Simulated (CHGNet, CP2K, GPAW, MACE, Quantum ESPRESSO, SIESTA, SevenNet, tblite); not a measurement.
# C(111) slab, H on the bottom face (81 atoms): other programs against plane waves

Aim: forces of C(111) slab, H on the bottom face (81 atoms) at one geometry, from other programs and methods, against plane-wave PBE.

Results are calculated, not measured.

### Step 1. The structure

The cell holds 81 atoms (72 C and 9 H), with edges of 7.57, 7.57 and 19.78 Å. Recipe: diamond-structure C (a = 3.567 Å), (111) slab of 8 atomic planes, 3 x 3 surface cells, H on the broken bonds of the bottom face, 12 Å of vacuum; displaced by a Gaussian of 0.02 Å. Then every atom was moved at random, 0.02 Å r.m.s. a Cartesian component (hydrogen 0.6 of that).

### Step 2. The reference input

Quantum ESPRESSO 7.5: Kohn-Sham DFT, PBE, SSSP efficiency 1.3.0 pseudopotentials, plane waves. Its input, pw.in:

```
&control
  calculation = 'scf'
  pseudo_dir = './pseudo'
  outdir = './tmp'
  disk_io = 'none'
  tprnfor = .true.
/
&system
  ibrav = 0
  nat = 81
  ntyp = 2
  ecutwfc = 60
  ecutrho = 480
  nosym = .true.
  occupations = 'smearing'
  smearing = 'fd'
  degauss = 0.003675
/
&electrons
  conv_thr = 4.0e-07
  electron_maxstep = 100
  mixing_beta = 0.2
  mixing_mode = 'local-TF'
  diagonalization = 'david'
/
ATOMIC_SPECIES
C 12.011 C.upf
H 1.008 H.upf
CELL_PARAMETERS angstrom
7.56675 0.00000 0.00000
-3.78337 6.55300 0.00000
0.00000 0.00000 19.78308
ATOMIC_POSITIONS crystal
C 0.44636 0.89411 0.38407
C 0.33013 0.99984 0.35912
C 0.22284 0.78025 0.48942
C 0.44049 0.88971 0.46202
[... 75 atom lines left out ...]
H 0.00001 0.66553 0.30433
H 0.00251 0.33399 0.30416
K_POINTS gamma
```

```console
$ OMP_NUM_THREADS=1 mpirun -np 4 pw.x -in pw.in > output.txt
```

Run time: 3.3 min. Hardware: 4 MPI ranks of Arm Neoverse V1, shared host; peak memory 3.2 GiB.

It converged with an r.m.s. force component of 1.7 eV/Å.

### Step 3. What was run beside it

- CHGNet: machine-learned potential, published weights.
- CP2K 2026.2: Gaussian basis with GTH pseudopotentials and a plane-wave density; labels give functional, basis (MOLOPT sets; SR short-range, UZH the newer set with its own potentials), grid cutoff/relative cutoff and solver (OT: orbital transformation; TRS4, TC2, SIGN: linear-scaling purification with its sparsity filter), or its built-in tight binding.
- GPAW 26.7.0: PAW with atomic orbitals (LCAO), plane waves or a real-space grid of spacing h.
- MACE: machine-learned potential, published weights.
- Quantum ESPRESSO 7.5: plane waves; labels (QE) give functional, pseudopotential set and cutoffs of waves/density.
- SIESTA 5.4.2: numerical atomic orbitals, whose automatically made sets are far from complete, with PseudoDojo norm-conserving potentials that we converted to its format (checked against plane waves on the same files for H, C, O, Si, Ge and Ca alone); labels give functional, basis size, energy shift and mesh cutoff.
- SevenNet: machine-learned potential, published weights.
- tblite 0.8.0: extended tight binding, driven from Python.

All use the same cell and atoms, and the electronic-structure runs the same k-mesh.

### Step 4. Side by side

Differences are against the reference: forces as r.m.s. over components, share as that over the reference's r.m.s. force, slope as the fitted ratio of a run's forces to the reference's.

```
                                                                     run  Δ force, r.m.s. (meV/Å)  share (%)  slope  cores  CPU time  memory (GiB)
                                                               reference                        -          -      -      4    13 min           3.2
                                                 CHGNet r2SCAN potential                      559       33.4  0.730      1     8.8 s           4.5
                 CP2K PBE+D4, DZVP-MOLOPT-SR, 450/50 Ry, diagonalisation                     55.9       3.35  1.018      2    18 min           2.2
           CP2K PBE, DZVP-MOLOPT-SR, 225/50 Ry, diagonalisation (coarse)                     54.5       3.26  1.019      2    14 min          0.99
                    CP2K PBE, DZVP-MOLOPT-SR, 450/50 Ry, diagonalisation                     54.0       3.23  1.016      2    17 min           2.2
                         CP2K PBE, TZV2P-UZH, 450/50 Ry, diagonalisation                     19.1       1.14  1.002      4    57 min           3.6
CP2K r2SCAN, SCAN potentials, DZVP-UZH(SCAN), 600/50 Ry, diagonalisation                      102       6.09  1.039      4    48 min           4.7
                                             GPAW LDA, LCAO dzp, h 0.2 Å                      203       12.1  1.018      1   4.9 min          0.65
                                             GPAW PBE, LCAO dzp, h 0.2 Å                      130       7.77  1.012      1   5.2 min          0.66
                               GPAW PBE, LCAO szp(dzp), h 0.2 Å (coarse)                      508       30.4  0.978      1   4.1 min          0.63
                                             MACE MP-0b2 small potential                      507       30.3  0.818      1     8.3 s           0.7
                                             QE PBE, gbrv-1.5, 40/200 Ry                     35.2       2.11  1.004      2   5.5 min          0.92
                             SIESTA PBE, DZP, shift 0.01 Ry, mesh 300 Ry                      149       8.89  1.023      2   7.3 min           1.0
                             SIESTA PBE, TZP, shift 0.01 Ry, mesh 300 Ry                      125       7.50  1.012      2    11 min           1.2
                                                 SevenNet l3i5 potential                      734       43.9  0.705      1      16 s           2.2
                                                         tblite GFN1-xTB                      401       24.0  0.899      1     2.1 s           0.1
                                                         tblite GFN2-xTB                      380       22.7  0.901      1       7 s           0.1
```

Rows marked coarse were listed beforehand as settings not expected to be converged; some can still land near the reference.

Times of the machine-learned potentials are mostly Python's start and the loading of weights.

Runs without a result: CP2K PBE, TZVP-MOLOPT, 450/50 Ry, diagonalisation (cut off at its time limit).

CPU time is summed over cores on shared hosts, so it is rough.

### Step 5. What came out

Forces lie from 1.1 % (CP2K PBE, TZV2P-UZH, 450/50 Ry, diagonalisation) to 44 % (SevenNet l3i5 potential) of the reference's r.m.s. force of 1.7 eV/Å away from it. Other PBE runs on plane waves or a grid: QE PBE, gbrv-1.5, 40/200 Ry 2.1 % of the r.m.s. force; the reference has errors of its own, so differences under a few per cent don't tell which side is nearer the exact PBE result. The PBE runs in local orbitals, coarse settings apart, differ by 1.1 % (CP2K PBE, TZV2P-UZH, 450/50 Ry, diagonalisation) to 8.9 % (SIESTA PBE, DZP, shift 0.01 Ry, mesh 300 Ry); basis, grid and potentials can all enter. Tight binding differs by 23 % (tblite GFN2-xTB) to 24 % (tblite GFN1-xTB); it is another model, with fitted parameters of its own, and the xTB methods hold dispersion.

Machine-learned potentials differ by 30 % (MACE MP-0b2 small potential) to 44 % (SevenNet l3i5 potential); they were trained on other programs' data, some at another functional. Among those trained on PBE data the slope goes as low as 0.70, which softening far from their training structures can give, though the reference's k-sampling is untested too. Rows with another functional or a dispersion term differ by 3.3 % (CP2K PBE+D4, DZVP-MOLOPT-SR, 450/50 Ry, diagonalisation) to 12 % (GPAW LDA, LCAO dzp, h 0.2 Å), which mixes the change of model with differences of basis and potentials, some of them made for another functional. Runs with settings chosen to be coarse differ by 3.3 % (CP2K PBE, DZVP-MOLOPT-SR, 225/50 Ry, diagonalisation) to 30 % (GPAW PBE, LCAO szp(dzp), h 0.2 Å), their programs' other errors included. From CP2K PBE, DZVP-MOLOPT-SR, 225/50 Ry, diagonalisation to the finer CP2K PBE, DZVP-MOLOPT-SR, 450/50 Ry, diagonalisation the share goes from 3.26 to 3.23 %, so the grid isn't what parts these runs from the reference.

**Limits.** Periodic xTB results under one method name differ between programs and library versions. The electron count is odd in these runs, and they have no spin polarisation, so the unpaired electron is spread evenly over both spins. Machine-learned potentials mimic data converged in k, so the reference's own k-point error enters their differences. The runs have no spin polarisation, so any moments at edges, vacancies or dangling bonds can't form. The electron count is odd and the run has no spin polarisation, so levels at the top are partly filled by construction. The electronic-structure runs sample only Γ, in a cell whose shortest periodic width is 7 Å, which is coarse for a cell with partly filled levels. The slab repeats along its normal with no dipole correction. Where levels are smeared, the DFT runs use Fermi–Dirac occupations at 580 K (0.05 eV), and energies are free energies. The atoms were displaced at random, and shares hang on the size of the forces that this gives. The reference's cutoffs and mesh weren't converged further here.

[Logs are printed without paths, hosts, clocks, repeated set-up lines and the standing remarks that a program may print on its own settings, such as how far it seeks lower states.]

[Hosts, paths, dates, database ids (printed as entryN), source tags and the programs' standing remarks are cut or masked in the printed files.]

[Cells were taken only where this reference lay near another plane-wave run.]
